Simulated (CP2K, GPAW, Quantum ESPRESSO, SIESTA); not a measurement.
# Running C(110) slab, H on the bottom face (210 atoms) with GPAW

Aim: run C(110) slab, H on the bottom face (210 atoms) in GPAW and see how near its forces come to a plane-wave reference, and at what cost.

Main program and level: GPAW 26.7.0; the method is named at each step.

## (1) Starting point

The cell holds 210 atoms: 180 C and 30 H. Cell: a = 12.611 Å, b = 10.701 Å, c = 19.196 Å, α = 90.0°, β = 90.0°, γ = 90.0°. It derives from C (diamond-structure). Diamond-structure C (a = 3.567 Å), (110) slab of 6 atomic planes, 5 x 3 surface cells, H on the broken bonds of the bottom face, 12 Å of vacuum; displaced by a Gaussian of 0.02 Å. Then every atom was moved at random, 0.03 Å r.m.s. a Cartesian component (hydrogen 0.6 of that). Regions: slab, 180 atoms (180 C); hydrogen, 30 atoms (30 H). Vacuum lies along c.

The yardstick, on the same geometry:

* method: Kohn-Sham DFT, PBE, SSSP efficiency 1.3.0 pseudopotentials, plane waves (Quantum ESPRESSO 7.5); sssp-pbe-1.3.0-efficiency, cutoffs 60/480 Ry, Γ point
* r.m.s. force component: 1.725 eV/Å
* longest force: 6.143 eV/Å
* gap (highest filled to lowest empty level): 0.5489 eV
* time: 55 min on 1 thread of Arm Neoverse V2, shared host
* CPU time: 55 min

## (2) PBE, LCAO dzp, h 0.2 Å

Method: Kohn-Sham DFT, PBE, PAW, atomic orbitals (dzp).

File run.py:

```python
import numpy as np
from ase.io import read
from gpaw import GPAW, FermiDirac
from ase.parallel import parprint as print

atoms = read("structure.xyz")
atoms.calc = GPAW(
    mode="lcao",
    basis="dzp",
    h=0.2,
    xc="PBE",
    kpts={"size": (1, 1, 1), "gamma": True},
    occupations=FermiDirac(0.05),
    maxiter=200,
    symmetry={"point_group": False},
    txt="gpaw.txt",
)
energy = atoms.get_potential_energy(force_consistent=True)
forces = atoms.get_forces()
print(f"energy {energy:.6f} eV")
print("forces (eV/A)")
for i, (a, f) in enumerate(zip(atoms, forces)):
    print(f"{i:4d} {a.symbol:2s} {f[0]:10.5f} {f[1]:10.5f} {f[2]:10.5f}")
print(f"Fermi level {atoms.calc.get_fermi_level():.4f} eV")
for k in range(len(atoms.calc.get_ibz_k_points())):
    for s in range(atoms.calc.get_number_of_spins()):
        e = atoms.calc.get_eigenvalues(kpt=k, spin=s)
        n = np.searchsorted(e, atoms.calc.get_fermi_level())
        print(f"k {k} spin {s} levels about the Fermi level:", np.round(e[max(n - 6, 0):n], 4).tolist(), "|", np.round(e[n:n + 6], 4).tolist())
```

File structure.xyz:

```xyz
210
Lattice="12.61125 0.00000 0.00000 0.00000 10.70100 0.00000 0.00000 0.00000 19.19561" Properties=species:S:1:pos:R:3 pbc="T T T"
C 11.35605 1.77037 6.88508
C 12.60633 0.91130 6.88662
C 0.02737 10.69822 8.14470
C 11.33777 2.71987 8.15276
C 11.34104 1.81938 9.43771
C 12.53167 0.94458 9.41218
C 0.04969 0.01316 10.65721
C 11.38127 2.61789 10.65894
C 11.29438 1.77005 11.88918
C 0.01526 0.92735 11.98401
C 0.07239 0.03135 13.15590
C 11.28303 2.65363 13.15725
C 1.25305 1.79413 6.87203
C 2.53524 0.84088 6.91695
C 2.55353 10.67104 8.19940
C 1.28723 2.70414 8.22551
C 1.22897 1.75646 9.42620
C 2.49299 0.92093 9.41641
C 2.48025 0.08368 10.61863
C 1.22670 2.66112 10.63955
C 1.27739 1.81307 11.92758
C 2.50333 0.91322 12.00206
C 2.49299 0.06881 13.17644
C 1.29997 2.67204 13.18681
C 11.35656 5.36559 6.92366
C 0.00038 4.44926 6.88374
C 0.02421 3.56739 8.15660
C 11.31746 6.27656 8.19557
C 11.39111 5.39748 9.39779
C 12.55841 4.48094 9.51526
C 0.02018 3.61737 10.68735
C 11.40927 6.27410 10.62093
C 11.37459 5.35125 11.91894
C 0.03228 4.46735 11.95407
C 12.60671 3.53144 13.22021
C 11.31620 6.30653 13.23518
C 3.79409 1.80023 6.86109
C 5.03719 0.89407 6.85763
C 5.05850 0.02290 8.15813
C 3.79649 2.67183 8.12128
C 3.77165 1.77861 9.41065
C 5.06758 0.86946 9.40451
C 5.05862 0.02825 10.68984
C 3.79195 2.74138 10.66892
C 3.76799 1.79713 11.94044
C 5.04929 0.84388 11.95887
C 4.98951 10.67232 13.19142
C 3.76988 2.64347 13.22693
C 1.27058 5.35713 6.87299
C 2.55428 4.49827 6.86742
C 2.48883 3.56589 8.13683
C 1.30653 6.23494 8.16485
C 1.27903 5.37072 9.42408
C 2.50043 4.47355 9.41372
C 2.55050 3.58719 10.66335
C 1.25116 6.22809 10.67142
[... 150 atom lines left out ...]
H 6.32303 9.54561 6.00055
H 7.60219 7.42339 6.02205
H 8.83847 9.56734 6.01341
H 10.07008 7.42585 6.00208
```

Started as:

```
> OMP_NUM_THREADS=1 mpirun -np 4 gpaw python run.py > output.txt
```

What it wrote:

```text
energy -1641.029492 eV
forces (eV/A)
   0 C    -0.62751   -0.99253    2.09935
   1 C     0.55054    1.03664    1.17779
   2 C    -1.98320    0.90699   -0.05193
   3 C     0.97513   -1.54529   -0.61337
   4 C    -0.50686   -1.19442   -1.71584
   5 C     4.10591   -2.32184   -0.36523
   6 C    -3.69304    0.19483    0.65202
   7 C    -1.23638    4.24329    1.45246
   8 C     2.66962   -1.36351    2.73719
   9 C    -0.16306    0.85585   -1.06919
  10 C    -2.83741   -4.43071    0.03234
  11 C     1.81186    4.26548   -0.74008
  12 C     0.85768   -1.17847    1.51149
  13 C    -0.26501    3.02829   -0.51648
  14 C    -1.97930    0.95827   -1.91162
  15 C    -1.86082   -1.35897   -3.30341
  16 C     0.00774    1.77350   -0.84588
  17 C     0.53465   -0.43586   -0.59553
  18 C     1.54840   -3.57513    3.85946
  19 C     2.11264    1.70202    1.53696
  20 C    -0.99765   -0.88477    1.35650
  21 C     0.33992    2.09617   -2.81836
  22 C     0.81588   -6.08984    0.55436
  23 C    -1.52246    4.77415   -0.19197
[...]
202 H     0.04445    0.07750   -0.40025
 203 H    -0.12309   -0.41645   -0.88432
 204 H    -0.05303    1.41510   -2.50530
 205 H    -0.00473    0.29214   -0.28753
 206 H    -0.21573    0.46573   -1.10320
 207 H    -0.18587    0.04443   -0.57486
 208 H    -0.05954    0.17609   -0.79492
 209 H     0.11228   -0.59877   -1.03896
Fermi level 2.6890 eV
k 0 spin 0 levels about the Fermi level: [2.2647, 2.3152, 2.3376, 2.3695, 2.4075, 2.4264] | [2.9538, 2.9707, 2.9866, 3.0342, 3.175, 3.1827]
```

gpaw.txt:

```text
Input parameters:
  mode=LCAO(),
  basis={'default': 'dzp'},
  h=0.2,
  kpts=MonkhorstPack(size=(1, 1, 1), gamma=True),
  maxiter=200,
  occupations=Occupations(name='fermi-dirac', width=0.05, fixmagmom=False),
  symmetry=Symmetry(point_group=False),
  xc=XC(name='PBE')
Unit cell  # Å
| periodic |         x |         y |         z |   lengths |    angles |
|----------|-----------|-----------|-----------|-----------|-----------|
|      yes | 12.611250 |  0.000000 |  0.000000 | 12.611250 | 90.000000 |
|      yes |  0.000000 | 10.701000 |  0.000000 | 10.701000 | 90.000000 |
|      yes |  0.000000 |  0.000000 | 19.195610 | 19.195610 | 90.000000 |
Number of symmetries: 1
Symmetry operations  # r_c * U_cc + t_c -> r_c
|   | kind |            matrix            |
|---|------|------------------------------|
| 0 |  E   |  1, 0, 0,  0, 1, 0,  0, 0, 1 |
BZ-sampling:
  Number of BZ points: 1
  Number of IBZ points: 1
  Monkhorst-Pack size: [1, 1, 1]
  Monkhorst-Pack shift: [0, 0, 0]
[... lines left out ...]
Reference energy: -185347.765653  # eV
eigensolver:
density mixing:
  MSR1-Mixer
occupation numbers:
  Fermi-Dirac:
    width: 0.0500  # eV
FastPoissonSolver using
    Stencil: 6*3+1=19 point O(h^6) finite-difference Laplacian
xc functional:
  name: PBE with 2 nearest neighbor stencil
interpolation: tri-quintic # 5. degree polynomial
Initialization done in: 4.599 s
convergence criteria:
- Maximum [total energy] change in last 3 cyles: 0.0005 eV / valence electron
- Maximum integral of absolute [dens]ity change: 0.0001 electrons / valence electron
- Maximum integral of absolute [eigenst]ate change: 4e-08 eV^2 / valence electron
maximum number of iterations: 200
SCF iterations
|iter     |      energy | eigst |  dens |
|---------|-------------|-------|-------|
|iter:   1|-1663.523304 |      c|       |
|iter:   2|-1659.911503 |      c| -0.90 |
|iter:   3|-1655.160948 |      c| -0.92 |
|iter:   4|-1750.245861 |      c| -1.34 |
|iter:   5|-1645.228085 |      c| -1.12 |
|iter:   6|-1642.235886 |      c| -1.67 |
|iter:   7|-1641.171231 |      c| -1.87 |
|iter:   8|-1641.106585 |      c| -2.12 |
|iter:   9|-1641.181307c|      c| -2.25 |
|iter:  10|-1641.102731c|      c| -2.30 |
|iter:  11|-1641.048031c|      c| -2.49 |
[...]
|iter:  17|-1641.021150c|      c| -3.83 |
|iter:  18|-1641.021163c|      c| -3.99 |
|iter:  19|-1641.021147c|      c| -4.42c|
Converged in 19 steps
SCF loop duration: 263.489 s (13.868 s/step)
Energy contributions relative to reference atoms: (reference = -185347.765653)
Energy contributions:
  Kinetic:        1284.884668
  Coulomb:       -1245.471211
  Zero:             21.922403
  External:          0.000000
  Xc:            -1702.348662
  Entropy:          -0.016690
  Spinorbit:         0.000000
  ----------------------------
  Free energy:   -1641.029492
  Extrapolated:  -1641.021147
dipole moment: (-56.022309, -68.569131, -4.321100)  # |e|*Ang
Fermi level: 2.689
Eigenvalues  # (at kpt = [0.000, 0.000, 0.000])
| band index |      eig [eV] | occ [0-2] |
|------------|---------------|-----------|
|          0 |       -18.996 |     2.000 |
|        ... |               |           |
|        367 |         2.184 |     2.000 |
|        368 |         2.234 |     2.000 |
[...]
|        382 |         3.296 |     0.000 |
|        ... |               |           |
|        453 |         9.571 |     0.000 |
Gap: 0.527 eV
Transition (v -> c):
  (s=0, k=0, n=374, [0.00, 0.00, 0.00]) -> (s=0, k=0, n=375, [0.00, 0.00, 0.00])
No difference between direct/indirect transitions
Force computation time: 23.636  # s
```

It took 4.9 min on 4 MPI ranks of Arm Neoverse V2, shared host; peak memory 4.5 GiB.

Banners, paths, timers and routine set-up lines are dropped from the logs unmarked, and long logs keep their key lines alone; longer cuts are marked.

Compared with the plane-wave run:

| Quantity | Value |
| --- | --- |
| r.m.s. force component | 1.774 eV/Å |
| r.m.s. difference of force components | 167.6 meV/Å |
| longest difference of force vectors | 666.8 meV/Å |
| force difference over r.m.s. force | 9.714 % |
| slope of forces against the reference's | 1.024 |
| correlation of force components | 0.9958 |
| gap (highest filled to lowest empty level) | 0.5274 eV |
| gap difference | -0.0215 eV |

Length of the force difference by element (eV/Å):

```
element  atoms  mean  most
      C    180  0.21  0.52
      H     30  0.50  0.67
```

Levels nearest the highest filled one (eV from it): -0.16, -0.11, -0.09, -0.06, -0.02, 0.00, 0.53, 0.54, 0.56, 0.61, 0.75, 0.76.

Local excerpt of 11 atoms (numbers count through the whole input) about C60, which has 3 bonded neighbours where the commonest count for C is 4; x, y, z are measured from there.

```
atom      x      y      z  distance (Å)  bonds     Fx     Fy  Fz (eV/Å)
 C60   0.00   0.00   0.00          0.00      3   0.81   4.93      -1.09
 C57   0.04  -0.74  -1.34          1.53      4  -0.37  -4.57       2.28
C107   1.32   0.91  -0.01          1.60      3  -1.14  -2.69      -1.55
 C71  -1.27   0.99  -0.05          1.61      3   0.63  -4.49      -0.47
 C34  -1.20  -1.72  -1.30          2.46      4  -0.62   1.26       1.65
 C36  -2.52   0.12  -0.02          2.53      3   0.26   2.67      -2.38
 C58   1.31  -1.69  -1.36          2.53      4  -0.37   1.28       2.75
 C56   0.02   0.04  -2.58          2.58      4   0.73   3.00      -0.22
 C70  -1.21   1.85  -1.32          2.58      4  -0.51   2.04       2.53
C106   1.34   1.77  -1.35          2.60      4  -2.02   3.46       3.14
 C96   2.60   0.12  -0.05          2.60      3  -2.26   2.62      -0.09
```

Atoms are counted from 1 here, from 0 in the log.

Forces lie 9.7 % from the reference's, at 0.36 times its CPU time (on 4 against 1 cores).

## (3) PBE, LCAO dzp, h 0.2 Å, other mixer settings

Method: Kohn-Sham DFT, PBE, PAW, atomic orbitals (dzp).

Changes to run.py since step 2:

```diff
@@ -2,3 +2,3 @@
 from ase.io import read
-from gpaw import GPAW, FermiDirac
+from gpaw import GPAW, FermiDirac, Mixer
 from ase.parallel import parprint as print
@@ -13,2 +13,3 @@
     occupations=FermiDirac(0.05),
+    mixer=Mixer(0.03, 7, 100),
     maxiter=200,
```

structure.xyz is that of step 2.

What it wrote:

```text
energy -1641.029489 eV
forces (eV/A)
   0 C    -0.62756   -0.99141    2.09645
   1 C     0.55076    1.03559    1.17503
   2 C    -1.98360    0.90775   -0.05135
   3 C     0.97523   -1.54639   -0.61253
   4 C    -0.50673   -1.19490   -1.71637
   5 C     4.10708   -2.32252   -0.36614
[...]
207 H    -0.18582    0.04398   -0.57530
 208 H    -0.05948    0.17674   -0.79546
 209 H     0.11232   -0.59920   -1.03954
Fermi level 2.6890 eV
k 0 spin 0 levels about the Fermi level: [2.2647, 2.3152, 2.3377, 2.3695, 2.4075, 2.4264] | [2.9537, 2.9707, 2.9866, 3.0343, 3.1751, 3.1827]
```

gpaw.txt:

```text
Input parameters:
  mode=LCAO(),
  basis={'default': 'dzp'},
  h=0.2,
  kpts=MonkhorstPack(size=(1, 1, 1), gamma=True),
  maxiter=200,
[... lines left out ...]
  occupations=Occupations(name='fermi-dirac', width=0.05, fixmagmom=False),
[... lines left out ...]
  Fermi-Dirac:
[... lines left out ...]
convergence criteria:
- Maximum [total energy] change in last 3 cyles: 0.0005 eV / valence electron
[... lines left out ...]
Converged in 26 steps
[... lines left out ...]
  Free energy:   -1641.029489
[... lines left out ...]
Fermi level: 2.689
[... lines left out ...]
|        ... |               |           |
|        367 |         2.184 |     2.000 |
|        368 |         2.234 |     2.000 |
[...]
|        382 |         3.296 |     0.000 |
|        ... |               |           |
|        453 |         9.571 |     0.000 |
Gap: 0.527 eV
Transition (v -> c):
  (s=0, k=0, n=374, [0.00, 0.00, 0.00]) -> (s=0, k=0, n=375, [0.00, 0.00, 0.00])
No difference between direct/indirect transitions
Force computation time: 17.227  # s
```

Wall time 5.8 min (4 MPI ranks); peak memory 4.3 GiB; 23 min of CPU time.

Compared with the plane-wave run:

- r.m.s. force component: 1.774 eV/Å
- r.m.s. difference of force components: 167.6 meV/Å
- longest difference of force vectors: 667.5 meV/Å
- force difference over r.m.s. force: 9.718 %
- slope of forces against the reference's: 1.024
- correlation of force components: 0.9958
- gap (highest filled to lowest empty level): 0.5273 eV
- gap difference: -0.0216 eV
- energy less the same-level run's: 0 meV/atom
- r.m.s. force difference from the same-level run: 1.548 meV/Å

Against the first run (9.7 %), the force difference from the reference is 9.7 %, at 1.2 times the CPU time: another solver or mixer reaches the same state.

## (4) The ladder

Differences are against the plane-wave reference, forces as r.m.s. over components; share is that over the reference's r.m.s. force, slope the least-squares factor from reference forces to these. Total energies of different programs have different zeros and aren't compared.

```
                                              run  Δ force, r.m.s. (meV/Å)  share (%)  slope  Δ gap (eV)  cores  CPU time  memory (GiB)
                                        reference                        -          -      -           -      1    55 min            16
                      GPAW PBE, LCAO dzp, h 0.2 Å                      168       9.71  1.024     -0.0215      4    20 min           4.5
GPAW PBE, LCAO dzp, h 0.2 Å, other mixer settings                      168       9.72  1.024     -0.0216      4    23 min           4.3
```

CPU time is summed over cores on a shared host, where runs went side by side, so it is rough. Symmetry, cutoffs, thresholds, outputs and thread counts weren't matched or tuned between programs; memory under MPI is the largest rank's times the ranks.

Within one program, basis, potentials and functional, energies share a zero. Each run against its twin at the usual cutoff or grid and solver:

```
                                              run               twin  Δ energy (meV/atom)  Δ force, r.m.s. (meV/Å)  CPU time over the twin's
GPAW PBE, LCAO dzp, h 0.2 Å, other mixer settings  LCAO dzp, h 0.2 Å                    0                     1.55                       1.2
```

## (5) Summary of results

```
nearest in forces : a tie at 9.7 % of 2 runs: GPAW PBE, LCAO dzp, h 0.2 Å; GPAW PBE, LCAO dzp, h 0.2 Å, other mixer settings
```

In words: The PBE runs in local orbitals differ by 9.7 % in each run; basis, grid and potentials can all enter. Of the electronic-structure runs that take under half the reference's CPU time, GPAW PBE, LCAO dzp, h 0.2 Å is among the nearest, at 9.7 % in 20 min against 55 min. In GPAW PBE, LCAO dzp, h 0.2 Å the difference has nearly one length on every H (0.50 eV/Å) and points along its bond, outwards: this method prefers longer bonds, and stiff bonds to hydrogen turn a small shift into a large force. At the same functional, the gap of these runs lies 0.02 eV below the reference's 0.549 eV. These are spacings on the run's k-points, which needn't hold the band edges. With short bonds to hydrogen, sets of potentials differ among themselves by several per cent in forces even at converged cutoffs, so the reference isn't exact here either. The runs have no spin polarisation, so any moments at edges, vacancies or dangling bonds can't form. The electronic-structure runs sample only Γ, in a cell whose shortest periodic width is 11 Å.

[Also dropped from logs without a mark: logging warnings of Python, and SIESTA's first energy breakdown and zero terms.]

[Logs are printed without paths, hosts, clocks, repeated set-up lines and the standing remarks that a program may print on its own settings, such as how far it seeks lower states.]

[Hosts, paths, dates, database ids (printed as entryN), source tags and the programs' standing remarks are cut or masked in the printed files.]
